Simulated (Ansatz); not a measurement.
## How Ga2O3 absorbs and reflects light

What colour and refractive index does Ga2O3 have at this level of theory?

Main program and level: Ansatz 0.2.0; DFT, PBE, plane-wave PAW, default files, scalar-relativistic, independent-particle optical response without local fields.

**1. The starting structure**

The structure is monoclinic, space group C2/m (No. 12). Conventional cell: a = 12.214 Å, b = 3.037 Å, c = 5.798 Å, α = 90.00°, β = 103.83°, γ = 90.00°. Nearest to Ga lie 6 O at 1.94 to 2.07 Å. Ga has 4 O at 1.83 to 1.86 Å nearest. O has 3 Ga at 1.83 to 1.94 Å nearest. Nearest to O lie 4 Ga at 1.86 to 2.07 Å. O has 3 Ga at 1.83 to 1.94 Å nearest. Farther neighbours and most contacts between anions are not listed.

**2. Ground state and bands**

First the ground state: is it a metal or has it a gap?

This step: DFT, PBE, plane-wave PAW, default files, scalar-relativistic, ground state (Ansatz 0.2.0).

Input file input.yaml:

```yaml
crystal:
  lattice:
    - [6.107, -1.51855, 0.0]
    - [6.107, 1.51855, 0.0]
    - [-1.3859888959, 0.0, 5.630008738]
  atoms:
    - { symbol: Ga, position: [0.34134, 0.34134, 0.68598] }
    - { symbol: Ga, position: [0.65866, 0.65866, 0.31402] }
    - { symbol: Ga, position: [0.9095, 0.9095, 0.2054] }
    - { symbol: Ga, position: [0.0905, 0.0905, 0.7946] }
    - { symbol: O, position: [0.5041, 0.5041, 0.7434] }
    - { symbol: O, position: [0.4959, 0.4959, 0.2566] }
    - { symbol: O, position: [0.8267, 0.8267, 0.4368] }
    - { symbol: O, position: [0.1733, 0.1733, 0.5632] }
    - { symbol: O, position: [0.8355, 0.8355, 0.8902] }
    - { symbol: O, position: [0.1645, 0.1645, 0.1098] }
kpoints:
  mp_grid: { grid: [8, 8, 4] }
  band_path:
    path:
      - [[0.0, 0.5, 0.0], [0.0, 0.0, 0.0], [0.0, 0.0, -0.5]]
      - [[0.0, 0.5, -0.5], [0.0, 0.0, 0.0], [-0.5, -0.5, 0.5]]
      - [[-0.5, 0.0, 0.5], [0.0, 0.0, 0.0], [-0.5, -0.5, 0.0]]
      - [[-0.5, 0.0, 0.0], [0.0, 0.0, 0.0]]
    npoints: 8
scf:
  occupations: { method: fermi_dirac, width: 0.05 }
  n_extra_bands: 14
hamiltonian:
  xc: pbe
  pseudopotentials: { kind: paw }
output:
  forces: true
  stress: true
  populations: true
  write_bands: true
```

The run is started by

```console
$ ansatz run input.yaml --threads 4 --pin off --max-ram 8192MiB --backend cpu --events-out ev --progress --plain --runs-dir out
```

Numbers of over 12 decimals in the logs are rounded to 6 here.

What it wrote:

```text
basis.fft_grid_basis auto: the FFT boxes are laid along the combinations [[1, -1, 0], [0, 1, 0], [0, 0, 1]] of the cell's own vectors, 3.037, 6.293 and 5.798 Å long. The dense box has 24×45×40 points. Along the cell's own vectors, as sized, it would have 45×45×40, 1.88 times as many. Of the 4 symmetry operations that the crystal satisfies within crystal.symmetry.tolerance (time reversal apart; of a slab, those that k [...]
scf.n_extra_bands = 14 over 44 filled bands (N_el = 88.0): the run solves 58 bands
Engine: ansatz 0.2.0, x86_64-unknown-linux-gnu
Pseudopotentials: kind: paw
Pseudopotential: Ga, paw, valence charge 13, recommended cutoff 420 eV (normal), Ga.paw.azcp
Pseudopotential: O, paw, valence charge 6, recommended cutoff 420 eV (normal), O.paw.azcp
Functional definition: PBE
  parameter kappa = 0.804
  parameter beta = 0.066725
  exchange = pbe_x(kappa = kappa, mu = beta*pi^2/3)
  correlation = pbe_c(beta = beta)
Crystal: 10 atoms, lattice volume = 104.423 Å³
Basis set: ecut = 420 eV, 2037 PW (Γ), FFT grids on a1−a2, a2, a3, exchange–correlation on 48×90×80 points (8 copies of the dense FFT grid, shifted against one another)
Bands: 58, of which v1, the nominal top of the filled ones, is band 44 counted from 1 (43 counted from 0)
Symmetry: 4 space group operations
Space group: C2/m (ITA 12), of the structure as read, at distance tolerance 4.7e-5 Å
k-points: 78 of 256
Non-local potential: Ga, projectors of the file, l = 0: 2, l = 1: 2, l = 2: 3, l = 3: 1
Non-local potential: O, projectors of the file, l = 0: 2, l = 1: 2, l = 2: 1
PAW form: soft (Blöchl's): semilocal exchange-correlation on the pseudo side does not see the compensation charge
PAW one-centre angular grid: Ga, 590 points (default); XC on 64 Gauss nodes
PAW one-centre angular grid: O, 110 points (default); XC on 64 Gauss nodes
Initial density: superposition of atomic densities (neutral atoms: chi_scale 0, normalization atom), corrected by the library's trained network
Initial wavefunctions: pseudopotential atomic-orbital guess
Functional: x = pbe(κ = 0.804, μ = 0.219515), c = pbe(β = 0.066725)
SCF iter   1: F=—  HF=-18539.970540 eV  |F-HF|=—  |Δ(HF+E_count)|=         —  Δρ=1.11e-3  dr2=4.31e-4  ethr=1.77e-3  ⟨swp⟩=5.5  Hψ=16026  notcnv=0  defer=63
preconditioner: auto → Resta (q_TF=auto, 2.652 Å⁻¹)  ε∞=4.2  [insulator: Δε(μ)=2.437 eV  Ē_g=18.999 eV  σ=0.050 eV  W_gap=1.00  n_scr=34 (ndim 8)  ℏωp=34.1 eV  f_vac=0.014  D(μ)=0.00/eV (n_scr^D=0)  ε∞_Penn≈4.2]
SCF iter   2: F=—  HF=-18539.971809 eV  |F-HF|=—  |Δ(HF+E_count)|=   1.27e-3  Δρ=5.88e-4  dr2=1.30e-4  ethr=4.90e-7  ⟨swp⟩=2.8  Hψ=9065  notcnv=0  defer=321
SCF iter   3: F=—  HF=-18539.972251 eV  |F-HF|=—  |Δ(HF+E_count)|=   4.42e-4  Δρ=2.15e-4  dr2=3.49e-5  ethr=1.47e-7  ⟨swp⟩=2.0  Hψ=7338  notcnv=0  defer=321
SCF iter   4: F=—  HF=-18539.972349 eV  |F-HF|=—  |Δ(HF+E_count)|=   9.81e-5  Δρ=5.85e-5  dr2=3.26e-6  ethr=3.97e-8  ⟨swp⟩=2.0  Hψ=6867  notcnv=0  defer=321
SCF iter   5: F=—  HF=-18539.972352 eV  |F-HF|=—  |Δ(HF+E_count)|=   2.53e-6  Δρ=2.52e-5  dr2=6.45e-7  ethr=3.70e-9  ⟨swp⟩=2.3  Hψ=6224  notcnv=0  defer=321
SCF iter   6: F=—  HF=-18539.972352 eV  |F-HF|=—  |Δ(HF+E_count)|=   5.93e-7  Δρ=1.51e-5  dr2=1.59e-7  ethr=7.33e-10  ⟨swp⟩=2.0  Hψ=7332  notcnv=0  defer=321
SCF iter   7: F=-18539.972352 eV  HF=-18539.972352 eV  |F-HF|=6.18e-9  |Δ(HF+E_count)|=   8.26e-9  Δρ=3.29e-6  dr2=7.39e-9  ethr=1.14e-10  ⟨swp⟩=8.7  Hψ=19298  notcnv=0
SCF 1 converged in 7 iterations: F = -18539.972352 eV  dr2 = 7.39e-9
  greatest PAW one-centre occupation: 0.998 electrons in one spin orbital (limit 2), on the Ga atom at site 1 (counted from 0), in its partial waves of l = 2
NSCF: frozen V_eff on 60 k-points
SCF converged after 7 iterations
Free energy (F): -18539.972352 eV
Harris-Foulkes:  -18539.972352 eV  (|F-HF|=6.18e-9)
Internal energy: -18539.972352 eV  (E = F + TS)
E sigma→0 (E₀):  -18539.972352 eV
Fermi energy:    9.526282 eV
--- Per-component energies (eV) ---
  E_band       = -89.156126
  E_kinetic    = 1522.897672
  E_local      = -9088.644066  (includes V_loc(G=0)·N_el)
  E_nonlocal   = 2021.713770
  E_hartree    = 4084.863110
  E_xc         = -713.437985
  E_vxc        = -791.509892  (∫ρ·V_xc dr)
  E_paw        = -8942.605604  (= ΣΔE_a)
  E_vpaw       = -1923.356377  (= ΣTr[D̂ρ^β])
  E_aug_tail   = 0.014339  (compensation charges beyond the density's cutoff)
  E_ewald      = -7424.773589
  E_smearing   = -0.000000  (= −TS)
  E_closure    = -0.000000  (closes the sum)
  Σ components = -18539.972352   (vs F -18539.972352, Δ=0.00e0)
--- Forces (eV/Å), atoms counted from 1 ---
  atom   1  Ga     0.01987820     0.00000000    -0.06643978
  atom   2  Ga    -0.01987820    -0.00000000     0.06643978
  atom   3  Ga    -0.10730247     0.00000000    -0.06179357
  atom   4  Ga     0.10730247    -0.00000000     0.06179357
  atom   5  O     -0.16693374     0.00000000    -0.05256736
  atom   6  O      0.16693374    -0.00000000     0.05256736
  atom   7  O      0.01599787    -0.00000000     0.05302662
  atom   8  O     -0.01599787     0.00000000    -0.05302662
  atom   9  O     -0.20479392    -0.00000000     0.07728808
  atom  10  O      0.20479392     0.00000000    -0.07728808
  max |Σ_I F_I| component: 2.78e-17 eV/Å
--- Stress (GPa, compression-positive) ---
        9.363997       0.000000       0.145907
        0.000000      10.227689      -0.000000
        0.145903      -0.000000       9.075004
  P = ⅓ Tr σ = 9.5556 GPa (95.556 kbar)
--- Band table (eV; the first three rows and the last of 78) ---
  k-point 0: bands = [... 40 lower, 7.5686, 7.7502, 7.9403, 8.2032, 10.6584, 13.9671, 14.9982, 15.0288, ... 10 higher]
  k-point 1: bands = [... 40 lower, 7.5856, 7.6655, 7.7573, 7.9596, 11.5904, 14.1329, 14.7823, 15.2035, ... 10 higher]
  k-point 2: bands = [... 40 lower, 7.5740, 7.6002, 7.7317, 7.9204, 13.0308, 13.1602, 14.9952, 15.4932, ... 10 higher]
  k-point 77: bands = [... 40 lower, 7.5963, 7.6239, 7.6339, 8.2157, 13.4479, 13.5788, 14.5158, 14.8099, ... 10 higher]
--- Löwdin populations: 10 sites ---
  site symbol       q [e]
     0     Ga     11.9732
     1     Ga     11.9732
     2     Ga     11.9490
     3     Ga     11.9490
     4      O      6.6511
     5      O      6.6511
     6      O      6.6330
     7      O      6.6330
     8      O      6.6581
     9      O      6.6581
  spilling = 0.003081 (of n_electrons = 88.000000)
```

Elapsed: 8.5 s, on 4 threads of Intel Xeon Platinum 8259CL at 2.50GHz (Skylake/Cascade Lake), shared host; peak memory 0.93 GiB.

Numbers from this step:

```
free energy                  : -18539.9724 eV
Fermi energy                 : 9.526 eV
gap by band count            : 2.437 eV
electrons                    : 88
symmetry operations          : 4
pressure                     : 9.556 GPa
gap on the k-mesh            : 2.437 eV
volume                       : 104.4 Å³
gap on the path              : 2.443 eV
least direct gap on the path : 2.455 eV
```

There is a gap, 2.44 eV on the path, so no carriers' term is needed. The cell is left with a pressure of 9.6 GPa and forces up to 0.22 eV/Å, as it stands unrelaxed at this level.

The electronic bands at the labelled points (eV, zero at the Fermi level; v1 is the highest filled band, c1 the lowest empty one):

```
    point     v4     v3     v2     v1    c1    c2    c3    c4
        X  -2.06  -2.02  -1.76  -1.43  4.40  5.26  5.97  6.24
  halfway  -2.34  -2.04  -1.83  -1.35  3.47  5.04  5.70  6.75
        Γ  -1.96  -1.78  -1.59  -1.32  1.13  4.44  5.47  5.50
  halfway  -1.94  -1.86  -1.77  -1.57  2.06  4.61  5.26  5.68
        Y  -1.95  -1.93  -1.79  -1.61  3.50  3.63  5.47  5.97
jump to L  -2.42  -2.35  -2.04  -1.95  5.65  5.69  6.58  6.77
  halfway  -2.32  -2.13  -1.73  -1.59  3.87  5.24  6.10  6.74
        Γ  -1.96  -1.78  -1.59  -1.32  1.13  4.44  5.47  5.50
  halfway  -1.99  -1.90  -1.82  -1.38  2.35  4.41  5.24  5.54
        Z  -1.93  -1.90  -1.89  -1.31  3.92  4.05  4.99  5.28
jump to N  -2.42  -2.35  -2.04  -1.95  5.65  5.69  6.58  6.77
  halfway  -2.32  -2.13  -1.73  -1.59  3.87  5.24  6.10  6.74
        Γ  -1.96  -1.78  -1.59  -1.32  1.13  4.44  5.47  5.50
  halfway  -1.98  -1.95  -1.88  -1.39  1.99  4.25  5.02  5.45
        M  -1.97  -1.97  -1.72  -1.46  3.30  3.55  4.58  5.32
jump to R  -2.06  -2.02  -1.76  -1.43  4.40  5.26  5.97  6.24
  halfway  -2.34  -2.04  -1.83  -1.35  3.47  5.04  5.70  6.75
        Γ  -1.96  -1.78  -1.59  -1.32  1.13  4.44  5.47  5.50
```

(Part 1 of 2 ends here.)

[Logs are printed without paths, hosts, clocks, repeated set-up lines and the standing remarks that a program may print on its own settings, such as how far it seeks lower states.]

[Hosts, paths, dates, database ids (printed as entryN), source tags and the programs' standing remarks are cut or masked in the printed files.]
